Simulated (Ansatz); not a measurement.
# H6PbCBr3N (Pm): a many-body input that goes wrong, and its mend

A first try at the G0W0 gap of H6PbCBr3N (Pm), what the program said, and an input that works.

Main program and level: Ansatz 0.2.0; G0W0 on r2SCAN, plane waves, PAW.

### Step 1. Starting point

It takes space group Pm (No. 6, monoclinic). Conventional cell: a = 6.039 Å, b = 6.060 Å, c = 6.128 Å, α = 90.00°, β = 90.07°, γ = 90.00°. Nearest to H lie 1 N at 1.04 Å. Nearest to H lie 1 C at 1.09 Å. H has 1 C at 1.10 Å nearest. Pb has 6 Br at 2.98 to 3.11 Å nearest. Nearest to C lie 3 H at 1.09 to 1.10 Å and 1 N at 1.49 Å. Farther neighbours and most contacts between anions are not listed.

The cell and positions are those that the Materials Project relaxed with its own functionals (PBE, PBE+U or r2SCAN), kept fixed. Spin-orbit coupling is left out unless a step names it. The default PAW set here is soft_2. Its files were made with PBE.

### Step 2. First try

File input.yaml:

```yaml
crystal:
  lattice:
    - [6.038531, 0.0, 0.0]
    - [0.0, 6.05968, 0.0]
    - [-0.007679, 0.0, 6.128174]
  atoms:
    - { symbol: H, position: [0.218258, 0.862101, 0.96819] }
    - { symbol: H, position: [0.177786, 0.0, 0.198636] }
    - { symbol: H, position: [0.825095, 0.851944, 0.061619] }
    - { symbol: H, position: [0.869341, 0.0, 0.811715] }
    - { symbol: H, position: [0.825095, 0.148056, 0.061619] }
    - { symbol: H, position: [0.218258, 0.137899, 0.96819] }
    - { symbol: Pb, position: [0.475266, 0.5, 0.477994] }
    - { symbol: C, position: [0.897311, 0.0, 0.98852] }
    - { symbol: Br, position: [0.430028, 0.5, 0.972748] }
    - { symbol: Br, position: [0.434852, 0.0, 0.512708] }
    - { symbol: Br, position: [0.966538, 0.5, 0.440736] }
    - { symbol: "N", position: [0.140606, 0.0, 0.032465] }
kpoints:
  mp_grid: { grid: [2, 2, 2] }
hamiltonian:
  xc: r2scan
scf:
  occupations: { method: fixed }
gw:
  n_empty_bands: 4
  ecut_chi: 40
  qp_bands: [v4, c4]
  qp_kpoints: band_edges
  screening: { model: contour_deformation }
```

Started as:

```
$ ansatz run input.yaml --threads 3 --pin off --max-ram 92160MiB --backend cuda --events-out ev --progress --plain --runs-dir out --devices 1 --max-vram 13GiB
```

Numbers of over 12 decimals in the logs are rounded to 6 here.

Log:

```text
GPUs: using 1 of 1 available (devices: 1).
Engine: ansatz 0.2.0, x86_64-unknown-linux-gnu
Pseudopotentials: kind: paw
Pseudopotential: H, paw, valence charge 1, recommended cutoff 500 eV (meta_gga), H.paw.azcp
Pseudopotential: Pb, paw, valence charge 14, recommended cutoff 500 eV (meta_gga), Pb.paw.azcp
Pseudopotential: C, paw, valence charge 4, recommended cutoff 500 eV (meta_gga), C.paw.azcp
Pseudopotential: Br, paw, valence charge 7, recommended cutoff 500 eV (meta_gga), Br.paw.azcp
Pseudopotential: N, paw, valence charge 5, recommended cutoff 500 eV (meta_gga), N.paw.azcp
Functional definition: r2SCAN
  parameter k0 = 0.174
  parameter k1 = 0.065
  parameter a1 = 4.9479
  exchange = r2scan_x(k0 = k0, k1 = k1, a1 = a1)
  correlation = r2scan_c
device memory: the entry about to start is reckoned to put 3.0 GiB on a device that reports 60.1 GiB free (of which the cap on the GPU budget leaves the run 13.0 GiB)
GPU FFT provider: cuFFT
GPU libraries: cuBLAS 13.8.2, cuFFT 12.4.0, cuSOLVER 12.3.4
Crystal: 12 atoms, lattice volume = 224.239 Å³
Basis set: ecut = 500 eV, 5671 PW (Γ), exchange–correlation on 180×180×180 points (64 copies of the dense FFT grid, shifted against one another)
Bands: 37, of which v1, the nominal top of the filled ones, is band 25 counted from 1 (24 counted from 0)
Symmetry: 2 space group operations
Space group: Pm (ITA 6), of the structure as read, at distance tolerance 6.1e-5 Å
k-points: 8
Non-local potential: H, projectors of the file, l = 0: 2, l = 1: 1
Non-local potential: Pb, projectors of the file, l = 0: 2, l = 1: 2, l = 2: 2, l = 3: 2
Non-local potential: C, projectors of the file, l = 0: 2, l = 1: 2, l = 2: 1
Non-local potential: Br, projectors of the file, l = 0: 2, l = 1: 2, l = 2: 2
Non-local potential: N, projectors of the file, l = 0: 2, l = 1: 2, l = 2: 1
PAW form: soft (Blöchl's): semilocal exchange-correlation on the pseudo side does not see the compensation charge
PAW frozen core: Pb, regenerated for the run's functional (the file was generated under x = pbe(κ = 0.804, μ = 0.219515), c = pbe(β = 0.066725))
PAW frozen core: C, regenerated for the run's functional (the file was generated under x = pbe(κ = 0.804, μ = 0.219515), c = pbe(β = 0.066725))
PAW frozen core: Br, regenerated for the run's functional (the file was generated under x = pbe(κ = 0.804, μ = 0.219515), c = pbe(β = 0.066725))
PAW frozen core: N, regenerated for the run's functional (the file was generated under x = pbe(κ = 0.804, μ = 0.219515), c = pbe(β = 0.066725))
PAW one-centre angular grid: H, 302 points (default); XC on 160 Gauss nodes
PAW one-centre angular grid: Pb, 590 points (default); XC on 160 Gauss nodes
PAW one-centre angular grid: C, 302 points (default); XC on 239 of its mesh's 2573 points in the sphere
PAW one-centre angular grid: Br, 302 points (default); XC on 160 Gauss nodes
PAW one-centre angular grid: N, 302 points (default); XC on 160 Gauss nodes
Initial density: superposition of atomic densities (neutral atoms: chi_scale 0, normalization atom), corrected by the library's trained network
Initial wavefunctions: pseudopotential atomic-orbital guess
GPU buffer pool allocated for 91125 grid points (all kernels)
GPU transforms: local potential and band sums: pruned to the plane-wave sphere, on 45×45×45
Functional: x = r2scan, c = r2scan; τ floored in thin density (d = 2e-4 eV/Å³)
SCF iter   1: F=—  HF=-21038.150915 eV  |F-HF|=—  |Δ(HF+E_count)|=         —  Δρ=5.47e-3  dr2=1.01e-1  dr2_τ=4.48e-1  ethr=1.77e-3  ⟨swp⟩=5.1  Hψ=1204  notcnv=0  defer=73
preconditioner: auto → Resta (q_TF=auto, 2.125 Å⁻¹)  ε∞=2.3  [insulator: Δε(μ)=2.513 eV  Ē_g=15.005 eV  n_scr=32 (ndim 8)  ℏωp=17.2 eV  f_vac=0.110  ε∞_Penn≈2.3]
SCF iter   2: F=—  HF=-21037.954875 eV  |F-HF|=—  |Δ(HF+E_count)|=   1.96e-1  Δρ=2.68e-3  dr2=2.05e-2  dr2_τ=7.72e-4  ethr=2.03e-4  ⟨swp⟩=2.5  Hψ=513  notcnv=0  defer=76
[...]
k-point 1: bands = [... 21 lower, -0.1103, -0.0638, 0.1830, 0.2599, 4.4703, 6.8545, 7.0180, 7.2330, ... 8 higher]
  k-point 2: bands = [... 21 lower, -0.0996, -0.0113, 0.1777, 0.2646, 4.5566, 6.6283, 7.1906, 7.2544, ... 8 higher]
  k-point 7: bands = [... 21 lower, -0.0217, 0.4163, 0.4179, 1.3173, 3.7369, 3.7567, 3.9744, 7.0654, ... 8 higher]
--- G₀W₀: contour deformation, 5 samples at zero and on the imaginary axis and 1 off it, 8 q-points, 4 empty bands' worth ---
  eigenvalues of the whole cell's RPA ε∞ on this k-mesh (on a slab, of 1 + 4πα/V) = 4.3584, 4.6441, 5.3189; static W/v taken at q = 0 is 0.209521
  gw.qp_kpoints: band_edges: 8 of 8 stored k-points solved, in 1 pass; an edge of the gap read off the rows below is read off those points alone
  `?` marks the rows in doubt; gw_qp.tsv's column doubts and the gw_qp event give each row's grounds
    ik  band        ε_KS         Σx   Σc(E_QP)       V_xc       Z   E_QP_lin       E_QP  E_QP is
     0    22     -0.2226   -19.0598     3.0693   -15.4921  0.7435    -0.7303    -0.7209  root
     0    23     -0.1160   -19.1095     3.0280   -15.6245  0.7435    -0.5809    -0.5731  root
     0    24      0.1933   -19.0750     3.0446   -15.5395  0.7380    -0.3073    -0.2976  root
     0    25      0.2134   -19.0781     3.0423   -15.5554  0.7375    -0.2762    -0.2670  root
     0    26      5.8321    -4.0799    -1.9188    -7.7703  0.8427     7.7057     7.6037  root ?
     0    27      6.9206    -8.3073    -2.7209   -12.6531  0.7406     8.6809     8.5455  root ?
     0    28      7.0236    -7.8590    -2.6254   -12.1899  0.7494     8.8313     8.7291  root ?
     0    29      7.5237    -4.0557    -1.9479    -7.8044  0.8241     9.4006     9.3245  root
     1    22     -0.1103   -18.7879     2.9856   -15.3490  0.7367    -0.5719    -0.5635  root
     1    23     -0.0638   -19.2756     3.0314   -15.7634  0.7456    -0.5533    -0.5447  root
     1    24      0.1830   -19.0299     3.0438   -15.4981  0.7378    -0.3145    -0.3050  root
     1    25      0.2599   -19.4271     2.7092   -16.4788  0.7542     0.0189     0.0208  root
     1    26      4.4703    -8.5449    -2.3012   -12.5557  0.7762     6.3031     6.1799  root ?
     1    27      6.8545    -8.9045    -2.6823   -13.2855  0.7362     8.6537     8.5530  root ?
     1    28      7.0180    -5.8509    -2.1881    -9.8850  0.7987     8.9549     8.8639  root
     1    29      7.2330    -4.9759    -2.0284    -9.0590  0.8368     9.4411     9.2877  root ?
     2    22     -0.0996   -19.3044     3.0327   -15.7788  0.7473    -0.6013    -0.5924  root
     2    23     -0.0113   -18.6643     3.0451   -15.1086  0.7368    -0.5326    -0.5219  root
     2    24      0.1777   -19.2407     2.9475   -15.8823  0.7417    -0.2396    -0.2331  root
     2    25      0.2646   -19.5066     2.7206   -16.5451  0.7521     0.0217     0.0237  root
     2    26      4.5566    -8.5802    -2.3123   -12.6332  0.7765     6.4267     6.2972  root ?
     2    27      6.6283    -8.5151    -2.6513   -12.7848  0.7473     8.3951     8.2465  root ?
[...]
2    29      7.2544    -4.8518    -2.0112    -8.9069  0.8392     9.4520     9.2983  root ?
[...]
3    26      4.1346    -8.1628    -2.2221   -12.0574  0.7823     5.9161     5.8071  root ?
     3    27      4.1843    -8.1187    -2.2260   -12.0398  0.7832     5.9926     5.8794  root ?
[...]
3    29      7.4654    -4.7576    -2.1135    -9.1092  0.8439     9.9307     9.7036  root ?
[...]
4    26      4.6057    -8.5713    -2.2220   -12.6023  0.7845     6.5559     6.4147  root ?
     4    27      6.0819    -4.9002    -2.0539    -8.9535  0.8388     8.2285     8.0813  root ?
[...]
6    26      4.1420    -8.0532    -2.2248   -11.9860  0.7843     5.9630     5.8499  root ?
     6    27      4.2724    -8.1272    -2.1614   -12.0522  0.7893     6.1576     6.0360  root ?
[...]
6    29      7.1953    -5.6546    -2.1433   -10.0591  0.8395     9.6927     9.4564  root ?
[...]
7    23      0.4163   -19.4580     2.9985   -15.9890  0.7458    -0.0624    -0.0542  root
     7    24      0.4179   -19.4598     2.9970   -15.9973  0.7457    -0.0557    -0.0476  root
     7    25      1.3173   -19.5351     2.2500   -17.3990  0.7751     1.4308     1.4312  root
     7    26      3.7369    -7.5029    -2.1812   -11.3304  0.7883     5.4791     5.3832  root
     7    27      3.7567    -7.4702    -2.1729   -11.3121  0.7899     5.5246     5.4257  root
     7    28      3.9744    -7.6829    -2.1069   -11.5160  0.7946     5.8084     5.7006  root ?
     7    29      7.0654    -4.0096    -1.9321    -8.0346  0.8504     9.3222     9.1583  root ?
[key lines of the parts left out:]
SCF converged after 8 iterations
Free energy (F): -21037.951761 eV
Fermi energy:    1.317335 eV
```

Elapsed: 17 s, on 1 × NVIDIA H100 80GB HBM3 (shared by 6 runs) with 3 threads of AMD EPYC 7R13 (Zen 3), shared host; peak memory 1.3 GiB; 10 s of CPU time.

The column dr2 measures how far the density is from self-consistency, as an energy; F and HF (Harris–Foulkes) agree once it is small.

Q: What is the fault?

The run ended normally, though the input holds a fault or crude settings.

The fault: four empty bands in G0W0. The sums over empty states are cut off almost at the gap, so screening and correlation are far from complete.

It printed a gap of 3.95 eV, which is an artefact of the settings.

### Step 3. A better input

G0W0 replaces the xc potential by the self-energy, built once from these orbitals. Only a window of levels is corrected, while the sums run over the empty bands that the input names.

Edit input.yaml of step 2 so:

```diff
@@ -25,4 +25,4 @@
 gw:
-  n_empty_bands: 4
-  ecut_chi: 40
+  n_empty_bands: 434
+  ecut_chi: 90
   qp_bands: [v4, c4]
```

Log:

```text
GPUs: using 1 of 1 available (devices: 1).
[...]
GPU FFT provider: cuFFT
GPU libraries: cuBLAS 13.8.2, cuFFT 12.4.0, cuSOLVER 12.3.4
Crystal: 12 atoms, lattice volume = 224.239 Å³
Basis set: ecut = 500 eV, 5671 PW (Γ), exchange–correlation on 180×180×180 points (64 copies of the dense FFT grid, shifted against one another)
Bands: 37, of which v1, the nominal top of the filled ones, is band 25 counted from 1 (24 counted from 0)
Symmetry: 2 space group operations
[...]
k-points: 8
[...]
GPU buffer pool allocated for 91125 grid points (all kernels)
[...]
SCF iter   1: F=—  HF=-21038.150915 eV  |F-HF|=—  |Δ(HF+E_count)|=         —  Δρ=5.47e-3  dr2=1.01e-1  dr2_τ=4.48e-1  ethr=1.77e-3  ⟨swp⟩=5.1  Hψ=1204  notcnv=0  defer=73
[...]
0    22     -0.2226   -19.0598     2.7582   -15.4921  0.7464    -1.0507    -1.0321  root
     0    23     -0.1160   -19.1095     2.7073   -15.6245  0.7462    -0.9109    -0.8938  root
     0    24      0.1933   -19.0750     2.7500   -15.5395  0.7421    -0.6106    -0.5923  root
     0    25      0.2134   -19.0781     2.7451   -15.5554  0.7417    -0.5823    -0.5642  root
     0    26      5.8321    -4.0799    -3.3700    -7.7703  0.8136     6.1544     6.1525  root
     0    27      6.9206    -8.3073    -3.8645   -12.6531  0.7600     7.4106     7.4019  root
     0    28      7.0236    -7.8590    -3.8572   -12.1899  0.7649     7.5062     7.4973  root
     0    29      7.5237    -4.0557    -3.4395    -7.8044  0.8006     7.8351     7.8329  root
[...]
7    26      3.7369    -7.5029    -3.4199   -11.3304  0.7882     4.1479     4.1445  root
     7    27      3.7567    -7.4702    -3.4284   -11.3121  0.7889     4.1736     4.1701  root
     7    28      3.9744    -7.6829    -3.4141   -11.5160  0.7886     4.3970     4.3935  root
     7    29      7.0654    -4.0096    -3.5557    -8.0346  0.8090     7.5390     7.5346  root
[key lines of the parts left out:]
SCF converged after 8 iterations
Free energy (F): -21037.951761 eV
Fermi energy:    1.317335 eV
```

The job ended after 19 s (1 × NVIDIA H100 80GB HBM3 (shared by 6 runs) with 3 threads; peak memory 1.9 GiB).

This step gave:

| Item | Value |
| --- | --- |
| bands summed | 459 |
| RPA ε∞ on this mesh (eigenvalues) | 4.974, 5.265, 5.900 |
| plane waves in the screening matrix | 457 |
| q-points in the mesh | 8 |
| G0W0 gap on the mesh | 3.374 eV |
| k of the valence top | -0.5, -0.5, -0.5 |
| k of the conduction bottom | -0.5, -0.5, -0.5 |
| starting gap on the mesh | 2.420 eV |
| Z at the valence top | 0.7700 |
| Z at the conduction bottom | 0.7882 |
| least direct G0W0 gap on the computed points | 3.374 eV |

The gap on the mesh goes from 2.42 eV to 3.37 eV, a correction of +0.95 eV. Between the two edge states, bare exchange in place of the xc potential would open the gap by 5.96 eV, and correlation takes back 5.01 eV.

### Step 4. Outcome

- first try: converged after 17 s
- better run: G0W0 gap on the mesh 3.37 eV (2×2×2 mesh, 434 empty bands, screening to 90 eV)

What this shows: The second run differs in: empty bands and screening cutoff (eV). Bands and cutoff are finite, so the gap is not at the basis limit. The miss can reach some tenths of an eV and take either sign; the mesh is an error of its own. The 2×2×2 mesh is coarse for this cell (its supercell is 12 Å along the shortest edge). The RPA ε∞ on it, from the r2SCAN start, is 4.97, 5.27 and 5.90; such meshes misread the long-range screening, most where the gap is narrow. Where an edge is built on 6p states of lead, bismuth or thallium, scalar-relativistic gaps usually stand too wide, by a few tenths to over one eV. The many-body steps are scalar-relativistic: spin-orbit coupling is not in them.

[Paths, hosts, dates, memory and timing lines, banners, echoed tables and standing remarks are left out of the program output.]

[Logs are printed without paths, hosts, clocks, repeated set-up lines and the standing remarks that a program may print on its own settings, such as how far it seeks lower states.]

[Runs of the session that timed out or met a known fault of the program may be left out.]

[Cells called generated may have been cut or substituted from an entry of the Crystallography Open Database or the Materials Project.]

[Hosts, paths, dates, database ids (printed as entryN), source tags and the programs' standing remarks are cut or masked in the printed files.]
